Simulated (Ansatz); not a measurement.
# A hypothetical structure for MoH2

Starting from a made-up structure for MoH2, the aim is the relaxed cell, its shortest contacts and, where a second run follows, its electronic structure.

Program: Ansatz 0.2.0. Level of theory: DFT, r2SCAN, plane-wave PAW, files of the set soft_1, scalar-relativistic, no spin, cell and ions relaxed at zero pressure; PAW set soft_1. Results are calculated unless marked as measured.

## 1. Starting point

It takes space group Fm-3m (No. 225, cubic). The conventional cell has a = 4.480 Å, b = 4.480 Å, c = 4.480 Å, α = 90.00°, β = 90.00°, γ = 90.00°. Nearest to Mo lie 8 H at 1.94 Å. Nearest to H lie 4 Mo at 1.94 Å. Farther neighbours are not listed.

## 2. Relaxing cell and atoms

The guess takes its coordinates from another compound and its volume from a rule, so the cell and any free coordinates are relaxed together.

input.yaml

```yaml
crystal:
  lattice:
    - [0.0, 2.24, 2.24]
    - [2.24, 0.0, 2.24]
    - [2.24, 2.24, 0.0]
  atoms:
    - { symbol: Mo, position: [0.0, 0.0, 0.0] }
    - { symbol: H, position: [0.75, 0.75, 0.75] }
    - { symbol: H, position: [0.25, 0.25, 0.25] }
kpoints:
  mp_grid: { grid: [10, 10, 10] }
scf:
  occupations: { method: fermi_dirac, width: 0.05 }
hamiltonian:
  xc: r2scan
  pseudopotentials: { kind: paw, azcp: { folder: soft_1 } }
relax:
  f_tol: 0.015
  max_steps: 70
  cell: {}
output:
  forces: true
  stress: true
```

Launch:

```
$ ansatz run input.yaml --threads 4 --pin off --max-ram 8192MiB --backend cpu --events-out ev --progress --plain --runs-dir out
```

Numbers of over 12 decimals in the logs are rounded to 6 here.

Output:

```text
Engine: ansatz 0.2.0, aarch64-unknown-linux-gnu
Pseudopotentials: kind: paw
Pseudopotential: Mo, paw, valence charge 14, recommended cutoff 500 eV (meta_gga), soft_1/Mo.paw.azcp
Pseudopotential: H, paw, valence charge 1, recommended cutoff 500 eV (meta_gga), soft_1/H.paw.azcp
Functional definition: r2SCAN
  parameter k0 = 0.174
  parameter k1 = 0.065
  parameter a1 = 4.9479
  exchange = r2scan_x(k0 = k0, k1 = k1, a1 = a1)
  correlation = r2scan_c
Crystal: 3 atoms, lattice volume = 22.479 Å³
Basis set: ecut = 500 eV, 537 PW (Γ), exchange–correlation on 96×96×96 points (64 copies of the dense FFT grid, shifted against one another)
Bands: 12, of which v1, the nominal top of the filled ones, is band 8 counted from 1 (7 counted from 0)
Symmetry: 48 space group operations
Space group: Fm-3m (ITA 225), of the structure as read, at distance tolerance 2.8e-5 Å
k-points: 47 of 1000
Non-local potential: Mo, projectors of the file, l = 0: 3, l = 1: 2, l = 2: 2, l = 3: 1
Non-local potential: H, projectors of the file, l = 0: 2, l = 1: 1
PAW form: soft (Blöchl's): semilocal exchange-correlation on the pseudo side does not see the compensation charge
PAW frozen core: Mo, regenerated for the run's functional (the file was generated under x = pbe(κ = 0.804, μ = 0.219515), c = pbe(β = 0.066725))
PAW one-centre angular grid: Mo, 590 points (default); XC on 160 Gauss nodes
PAW one-centre angular grid: H, 302 points (default); XC on 160 Gauss nodes
Initial density: superposition of atomic densities (chi_scale 0.1, normalization cell, long waves kept (reshape's long-wave potential 0.00 eV rms))
Initial wavefunctions: pseudopotential atomic-orbital guess
Functional: x = r2scan, c = r2scan; τ floored in thin density (d = 2e-4 eV/Å³)
SCF iter   1: F=—  HF=-5000.469262 eV  |F-HF|=—  |Δ(HF+E_count)|=         —  Δρ=1.22e-1  dr2=3.82e0  dr2_τ=1.39e-1  ethr=3.10e-3  ⟨swp⟩=5.5  Hψ=3114  notcnv=0
preconditioner: auto → none  [metal: Δε(μ)=0.069 eV  Ē_g=9.501 eV  σ=0.050 eV  W_gap=0.33  n_scr=8 (ndim 8)  ℏωp=22.2 eV  f_vac=0.000  D(μ)=1.61/eV (n_scr^D=14)  sad-step TF]
SCF iter   2: F=—  HF=-4999.466880 eV  |F-HF|=—  |Δ(HF+E_count)|=    1.00e0  Δρ=5.90e-2  dr2=8.37e-1  dr2_τ=4.01e-2  ethr=3.10e-3  ⟨swp⟩=2.9  Hψ=1449  notcnv=0  defer=2
SCF iter   3: F=—  HF=-4999.235430 eV  |F-HF|=—  |Δ(HF+E_count)|=   2.31e-1  Δρ=6.96e-3  dr2=3.33e-3  dr2_τ=1.12e-3  ethr=3.10e-3  ⟨swp⟩=2.4  Hψ=1009  notcnv=0  defer=2
SCF iter   4: F=—  HF=-4999.242893 eV  |F-HF|=—  |Δ(HF+E_count)|=   7.46e-3  Δρ=2.18e-3  dr2=6.73e-4  dr2_τ=1.80e-4  ethr=2.08e-5  ⟨swp⟩=2.2  Hψ=1428  notcnv=0  defer=1
SCF iter   5: F=—  HF=-4999.242967 eV  |F-HF|=—  |Δ(HF+E_count)|=   7.37e-5  Δρ=3.41e-4  dr2=1.54e-5  dr2_τ=8.89e-7  ethr=4.20e-6  ⟨swp⟩=2.1  Hψ=873  notcnv=0  defer=1
SCF iter   6: F=—  HF=-4999.242976 eV  |F-HF|=—  |Δ(HF+E_count)|=   8.70e-6  Δρ=6.84e-5  dr2=5.71e-7  dr2_τ=6.72e-8  ethr=9.63e-8  ⟨swp⟩=2.5  Hψ=961  notcnv=0  defer=1
SCF iter   7: F=-4999.242976 eV  HF=-4999.242976 eV  |F-HF|=1.07e-8  |Δ(HF+E_count)|=   1.34e-7  Δρ=1.14e-5  dr2=2.16e-8  dr2_τ=4.72e-9  ethr=6.25e-10  ⟨swp⟩=5.0  Hψ=2032  notcnv=0
SCF 1 converged in 7 iterations: F = -4999.242976 eV  dr2 = 2.16e-8
  greatest PAW one-centre occupation: 0.999 electrons in one spin orbital (limit 2), on the Mo atom at site 0 (counted from 0), in its partial waves of l = 0
relax step   1: F+E_penalty+E_count = -4999.24297590 eV  Δ(F+E_penalty+E_count) = +0.000e0 eV  max|allowed force component| = 2.192e-18 eV/Å  Δτ_max = 0.0000 Å  P = -11.027 GPa  Ω = 22.479 Å³  (7 SCF iters, dr2 threshold 1.00e-7 eV, accepted)
Crystal: 3 atoms, lattice volume = 19.812 Å³
Basis set: ecut = 500 eV, 531 PW (Γ), exchange–correlation on 96×96×96 points (64 copies of the dense FFT grid, shifted against one another)
Initial density: handed on by an earlier stage of this run
Initial wavefunctions: those handed on with the density
iter 1 solved again at ethr=2.13e-4 eV; its pass at ethr=3.10e-3 eV (dr2=3.41e-2 eV) is discarded
SCF iter   1: F=—  HF=-4998.930955 eV  |F-HF|=—  |Δ(HF+E_count)|=         —  Δρ=1.46e-2  dr2=3.43e-2  dr2_τ=2.33e-1  ethr=2.13e-4  ⟨swp⟩=1.0  Hψ=4070  notcnv=0
preconditioner: auto → none  [metal: Δε(μ)=0.037 eV  Ē_g=10.054 eV  σ=0.050 eV  W_gap=0.18  n_scr=8 (ndim 8)  ℏωp=23.6 eV  f_vac=0.000  D(μ)=1.86/eV (n_scr^D=14)]
SCF iter   2: F=—  HF=-4999.214729 eV  |F-HF|=—  |Δ(HF+E_count)|=   2.84e-1  Δρ=6.94e-3  dr2=5.34e-3  dr2_τ=1.01e-3  ethr=2.13e-4  ⟨swp⟩=2.1  Hψ=1131  notcnv=0
SCF iter   3: F=—  HF=-4999.214624 eV  |F-HF|=—  |Δ(HF+E_count)|=   1.05e-4  Δρ=2.71e-3  dr2=7.12e-4  dr2_τ=9.35e-5  ethr=3.34e-5  ⟨swp⟩=2.0  Hψ=830  notcnv=0
SCF iter   4: F=—  HF=-4999.214879 eV  |F-HF|=—  |Δ(HF+E_count)|=   2.55e-4  Δρ=4.15e-4  dr2=1.02e-5  dr2_τ=1.64e-6  ethr=4.45e-6  ⟨swp⟩=2.8  Hψ=921  notcnv=0
SCF iter   5: F=—  HF=-4999.214889 eV  |F-HF|=—  |Δ(HF+E_count)|=   9.97e-6  Δρ=1.32e-4  dr2=1.18e-6  dr2_τ=2.05e-7  ethr=6.41e-8  ⟨swp⟩=2.3  Hψ=879  notcnv=0
SCF iter   6: F=-4999.214891 eV  HF=-4999.214890 eV  |F-HF|=1.07e-7  |Δ(HF+E_count)|=   1.53e-6  Δρ=3.94e-5  dr2=1.04e-7  dr2_τ=1.66e-8  ethr=1.87e-9  ⟨swp⟩=4.9  Hψ=1988  notcnv=0
SCF 2 converged in 6 iterations: F = -4999.214891 eV  dr2 = 1.04e-7
relax step   2: F+E_penalty+E_count = -4999.21489053 eV  Δ(F+E_penalty+E_count) = +2.809e-2 eV  max|allowed force component| = 1.927e-18 eV/Å  Δτ_max = 0.0000 Å  P = +17.613 GPa  Ω = 19.812 Å³  energy of the carried Pulay correction = +9.313e-4 eV  (6 SCF iters, dr2 threshold 3.00e-7 eV, rejected (line search))
Crystal: 3 atoms, lattice volume = 21.371 Å³
iter 1 solved again at ethr=9.34e-5 eV; its pass at ethr=3.10e-3 eV (dr2=1.49e-2 eV) is discarded
SCF iter   1: F=—  HF=-4999.134480 eV  |F-HF|=—  |Δ(HF+E_count)|=         —  Δρ=8.48e-3  dr2=1.50e-2  dr2_τ=9.16e-2  ethr=9.34e-5  ⟨swp⟩=1.0  Hψ=4094  notcnv=0
preconditioner: auto → none  [metal: Δε(μ)=0.022 eV  Ē_g=9.196 eV  σ=0.050 eV  W_gap=0.11  n_scr=8 (ndim 8)  ℏωp=22.7 eV  f_vac=0.000  D(μ)=1.90/eV (n_scr^D=14)]
SCF iter   2: F=—  HF=-4999.288371 eV  |F-HF|=—  |Δ(HF+E_count)|=   1.54e-1  Δρ=5.67e-3  dr2=4.45e-3  dr2_τ=9.70e-4  ethr=9.34e-5  ⟨swp⟩=2.0  Hψ=1130  notcnv=0
SCF iter   3: F=—  HF=-4999.287527 eV  |F-HF|=—  |Δ(HF+E_count)|=   8.43e-4  Δρ=2.66e-3  dr2=8.36e-4  dr2_τ=6.47e-5  ethr=2.78e-5  ⟨swp⟩=2.3  Hψ=839  notcnv=0
SCF iter   4: F=—  HF=-4999.287627 eV  |F-HF|=—  |Δ(HF+E_count)|=   9.97e-5  Δρ=5.86e-4  dr2=4.83e-5  dr2_τ=2.02e-6  ethr=5.22e-6  ⟨swp⟩=3.0  Hψ=1029  notcnv=0
SCF iter   5: F=—  HF=-4999.287613 eV  |F-HF|=—  |Δ(HF+E_count)|=   1.37e-5  Δρ=1.08e-4  dr2=8.25e-7  dr2_τ=1.25e-7  ethr=3.02e-7  ⟨swp⟩=2.9  Hψ=952  notcnv=0
SCF iter   6: F=—  HF=-4999.287614 eV  |F-HF|=—  |Δ(HF+E_count)|=   2.99e-7  Δρ=4.57e-5  dr2=2.00e-7  dr2_τ=1.26e-8  ethr=5.16e-9  ⟨swp⟩=2.7  Hψ=885  notcnv=0
SCF iter   7: F=—  HF=-4999.287614 eV  |F-HF|=—  |Δ(HF+E_count)|=   7.04e-8  Δρ=8.75e-6  dr2=9.38e-9  dr2_τ=4.30e-10  ethr=1.25e-9  ⟨swp⟩=2.5  Hψ=931  notcnv=0
SCF iter   8: F=—  HF=-4999.287614 eV  |F-HF|=—  |Δ(HF+E_count)|=    0.00e0  Δρ=2.71e-6  dr2=9.45e-10  dr2_τ=4.86e-11  ethr=5.86e-11  ⟨swp⟩=1.9  Hψ=751  notcnv=0
SCF iter   9: F=-4999.287614 eV  HF=-4999.287614 eV  |F-HF|=0.00e0  |Δ(HF+E_count)|=  3.00e-11  Δρ=1.91e-7  dr2=3.89e-12  dr2_τ=2.26e-13  ethr=1.00e-12  ⟨swp⟩=4.3  Hψ=2732  notcnv=0
SCF 3 converged in 9 iterations: F = -4999.287614 eV  dr2 = 3.89e-12
relax step   3: F+E_penalty+E_count = -4999.28761365 eV  Δ(F+E_penalty+E_count) = -4.464e-2 eV  max|allowed force component| = 4.048e-18 eV/Å  Δτ_max = 0.0000 Å  P = -1.344 GPa  Ω = 21.371 Å³  energy of the carried Pulay correction = +3.729e-4 eV  (9 SCF iters, accepted)
Crystal: 3 atoms, lattice volume = 21.241 Å³
iter 1 solved again at ethr=5.78e-7 eV; its pass at ethr=3.10e-3 eV (dr2=9.25e-5 eV) is discarded
SCF iter   1: F=—  HF=-4999.287223 eV  |F-HF|=—  |Δ(HF+E_count)|=         —  Δρ=6.77e-4  dr2=9.22e-5  dr2_τ=5.61e-4  ethr=5.78e-7  ⟨swp⟩=2.0  Hψ=3673  notcnv=0
preconditioner: auto → none  [metal: Δε(μ)=0.025 eV  Ē_g=9.350 eV  σ=0.050 eV  W_gap=0.12  n_scr=8 (ndim 8)  ℏωp=22.8 eV  f_vac=0.000  D(μ)=1.89/eV (n_scr^D=14)]
SCF iter   2: F=—  HF=-4999.288220 eV  |F-HF|=—  |Δ(HF+E_count)|=   9.97e-4  Δρ=4.09e-4  dr2=2.25e-5  dr2_τ=4.71e-6  ethr=5.76e-7  ⟨swp⟩=2.0  Hψ=946  notcnv=0
SCF iter   3: F=—  HF=-4999.288217 eV  |F-HF|=—  |Δ(HF+E_count)|=   3.30e-6  Δρ=1.83e-4  dr2=3.87e-6  dr2_τ=3.63e-7  ethr=1.41e-7  ⟨swp⟩=2.4  Hψ=867  notcnv=0
SCF iter   4: F=-4999.288218 eV  HF=-4999.288218 eV  |F-HF|=2.07e-8  |Δ(HF+E_count)|=   7.17e-7  Δρ=2.94e-5  dr2=1.02e-7  dr2_τ=4.80e-9  ethr=1.87e-9  ⟨swp⟩=3.0  Hψ=2336  notcnv=0
SCF 4 converged in 4 iterations: F = -4999.288218 eV  dr2 = 1.02e-7
relax step   4: F+E_penalty+E_count = -4999.28821760 eV  Δ(F+E_penalty+E_count) = -6.039e-4 eV  max|allowed force component| = 2.747e-18 eV/Å  Δτ_max = 0.0000 Å  P = -0.023 GPa  Ω = 21.241 Å³  energy of the carried Pulay correction = +4.181e-4 eV  (4 SCF iters, dr2 threshold 3.00e-7 eV, accepted)
Initial wavefunctions: pseudopotential atomic-orbital guess (no wavefunctions were taken with the density)
iter 1 solved again at ethr=1.26e-8 eV; its pass at ethr=3.10e-3 eV (dr2=2.01e-6 eV) is discarded
SCF iter   1: F=—  HF=-4999.287834 eV  |F-HF|=—  |Δ(HF+E_count)|=         —  Δρ=1.12e-4  dr2=3.60e-7  dr2_τ=2.74e-6  ethr=1.26e-8  ⟨swp⟩=3.3  Hψ=4939  notcnv=0
preconditioner: auto → none  [metal: Δε(μ)=0.027 eV  Ē_g=9.343 eV  σ=0.050 eV  W_gap=0.13  n_scr=8 (ndim 8)  ℏωp=22.8 eV  f_vac=0.000  D(μ)=1.89/eV (n_scr^D=14)]
SCF iter   2: F=—  HF=-4999.287835 eV  |F-HF|=—  |Δ(HF+E_count)|=   8.59e-7  Δρ=5.48e-5  dr2=7.82e-8  dr2_τ=6.48e-8  ethr=2.25e-9  ⟨swp⟩=3.0  Hψ=1024  notcnv=0
SCF iter   3: F=—  HF=-4999.287835 eV  |F-HF|=—  |Δ(HF+E_count)|=   1.83e-7  Δρ=4.15e-6  dr2=6.34e-10  dr2_τ=3.15e-10  ethr=4.88e-10  ⟨swp⟩=2.0  Hψ=755  notcnv=0
SCF iter   4: F=—  HF=-4999.287835 eV  |F-HF|=—  |Δ(HF+E_count)|=   3.05e-9  Δρ=1.15e-6  dr2=1.03e-10  dr2_τ=3.14e-11  ethr=1.00e-12  ⟨swp⟩=6.6  Hψ=2571  notcnv=0
SCF iter   5: F=-4999.287835 eV  HF=-4999.287835 eV  |F-HF|=9.09e-12  |Δ(HF+E_count)|=  1.46e-10  Δρ=4.49e-7  dr2=2.75e-11  dr2_τ=5.14e-12  ethr=1.00e-12  ⟨swp⟩=6.0  Hψ=2415  notcnv=0
SCF 5 converged in 5 iterations: F = -4999.287835 eV  dr2 = 2.75e-11
relax step   5: F+E_penalty+E_count = -4999.28783522 eV  Δ(F+E_penalty+E_count) = +3.824e-4 eV  max|allowed force component| = 3.734e-18 eV/Å  Δτ_max = 0.0000 Å  P = -0.031 GPa  Ω = 21.241 Å³  stress off target by 3.06e-2 GPa  SCF on the basis re-selected at this cell (its energy is not comparable with the rows above)  (5 SCF iters)
basis re-selected at this cell: Δ(F+E_penalty+E_count) = +3.824e-4 eV, ΔP = -0.008 GPa vs the last step (what re-selecting the basis moved, of the pressure what is left beyond the Pulay correction that the steps carried, after the strain that the cell walked since its last selection, with what the two solves' SCF thresholds leave and, on support functions, any second-order correction that the steps lacked; it is no m [...]
SCF converged after 5 iterations
Free energy (F): -4999.287835 eV
Harris-Foulkes:  -4999.287835 eV  (|F-HF|=9.09e-12)
Internal energy: -4999.273136 eV  (E = F + TS)
E sigma→0 (E₀):  -4999.280485 eV
Entropy (-TS):   -0.014700 eV (-4.900 meV/atom)
Fermi energy:    16.729235 eV
--- Per-component energies (eV) ---
  E_band       = -117.000596
  E_kinetic    = 450.673460
  E_local      = -933.202132  (includes V_loc(G=0)·N_el)
  E_nonlocal   = 150.716453
  E_hartree    = 316.094329
  E_xc         = -189.471298
  E_vxc        = -271.626899  (∫ρ·V_xc dr)
  E_paw        = -3230.008263  (= ΣΔE_a)
  E_vpaw       = -163.352175  (= ΣTr[D̂ρ^β])
  E_aug_tail   = -0.000205  (compensation charges beyond the density's cutoff)
  E_vtau       = 17.602406  (kinetic-family band-sum trace: ∫τ·v_τ [+ j·A + Jᵃ·Aᵃ] dr)
  E_ewald      = -1563.854279
  E_core_change = -0.221201  (= ΣΔE_core)
  E_smearing   = -0.014700  (= −TS)
  E_closure    = -0.000000  (closes the sum)
  Σ components = -4999.287835   (vs F -4999.287835, Δ=0.00e0)
--- Forces (eV/Å), atoms counted from 1 ---
  atom   1  Mo    -0.00000000     0.00000000     0.00000000
  atom   2  H      0.00000000    -0.00000000     0.00000000
  atom   3  H      0.00000000     0.00000000    -0.00000000
  max |Σ_I F_I| component: 1.73e-18 eV/Å
--- Stress (GPa, compression-positive) ---
       -0.030647      -0.000000      -0.000000
       -0.000000      -0.030647      -0.000000
       -0.000000      -0.000000      -0.030647
  P = ⅓ Tr σ = -0.0306 GPa (-0.306 kbar)
--- Relaxed structure (4 steps of the walk, 3 accepted, 1 SCFs on fresh bases) ---
  F+E_penalty+E_count = -4999.28783522 eV   max|allowed force component| = 3.734e-18 eV/Å   (the final SCF, on the basis selected at the relaxed cell)
  cell:  # Å, volume = 21.2411 Å³
    - [0, 2.198109, 2.198109]
    - [2.198109, 0, 2.198109]
    - [2.198109, 2.198109, 0]
  atoms:
    - { symbol: Mo, position: [0, 0, 0] }
    - { symbol: H, position: [0.75, 0.75, 0.75] }
    - { symbol: H, position: [0.250000, 0.250000, 0.250000] }
```

It took 2.3 s on 4 threads of Arm Neoverse V2, shared host; peak memory 0.5 GiB.

Step by step:

| step | energy less that of the first step (eV) | largest force component (eV/Å) | pressure (GPa) | volume (Å³) |
| --- | --- | --- | --- | --- |
| 1 | 0.0000 | 0.0000 | -11.03 | 22.48 |
| 2 | 0.0281 | 0.0000 | 17.61 | 19.81 |
| 3 | -0.0446 | 0.0000 | -1.34 | 21.37 |
| 4 | -0.0452 | 0.0000 | -0.02 | 21.24 |
| 5* | -0.0449 | 0.0000 | -0.03 | 21.24 |

Relaxation steps marked * repeat the geometry before them on a plane-wave basis chosen anew for their cell, so energy and pressure can jump there. Relaxation step 2 was tried and not accepted.

Forces are held to the 48 operations that the run works with; a distortion that breaks them can't arise in this run.

| conventional cell, symmetrised | before | after | change |
| --- | --- | --- | --- |
| a (Å) | 4.480 | 4.396 | -1.9 % |
| b (Å) | 4.480 | 4.396 | -1.9 % |
| c (Å) | 4.480 | 4.396 | -1.9 % |
| volume (Å³/atom) | 7.49 | 7.08 | -5.5 % |

Final coordinates:

```xyz
3
Lattice="0.0000 2.1981 2.1981 2.1981 0.0000 2.1981 2.1981 2.1981 0.0000" Properties=species:S:1:pos:R:3 pbc="T T T"
Mo    0.0000    0.0000    0.0000
H     3.2972    3.2972    3.2972
H     1.0991    1.0991    1.0991
```

This step gave:

```yaml
free_energy: -4999.2878 eV
energy_at_zero_smearing: -4999.2805 eV
smearing_term_ts: 0.01470 eV
fermi_energy: 16.73 eV
electrons: 16
symmetry_operations: 48
pressure: -0.03065 GPa
```

Shortest distances by pair of elements, guess and relaxed (not always the same contact):

| pair | guess (Å) | relaxed (Å) |
| --- | --- | --- |
| H–Mo | 1.940 | 1.904 |
| H–H | 2.240 | 2.198 |
| Mo–Mo | 3.168 | 3.109 |

The relaxation ends with a pressure of -0.03 GPa.

## 3. Summary of results

| Item | Value |
| --- | --- |
| space group, relaxed | Fm-3m |
| conventional cell | a = 4.396, b = 4.396, c = 4.396 Å; α = 90.0°, β = 90.0°, γ = 90.0° |
| volume per atom | 7.08 Å³ (guess 7.49) |

What this shows: MoH2 relaxes to Fm-3m with a = 4.396, b = 4.396 and c = 4.396 Å. The guessed volume was 6 % too large. The space group Fm-3m was held in the relaxation, so the end point is a stationary structure within it and may be a saddle against distortions or other arrangements. Mesh and cutoff weren't tested. No dispersion term is used, so weakly bound directions may come out too long. The runs have no spin, and magnetism wasn't tested. Nothing here tests whether the compound is stable against decomposition.

[Logs are printed without paths, hosts, clocks, repeated set-up lines and the standing remarks that a program may print on its own settings, such as how far it seeks lower states.]

[Hosts, paths, dates, database ids (printed as entryN), source tags and the programs' standing remarks are cut or masked in the printed files.]
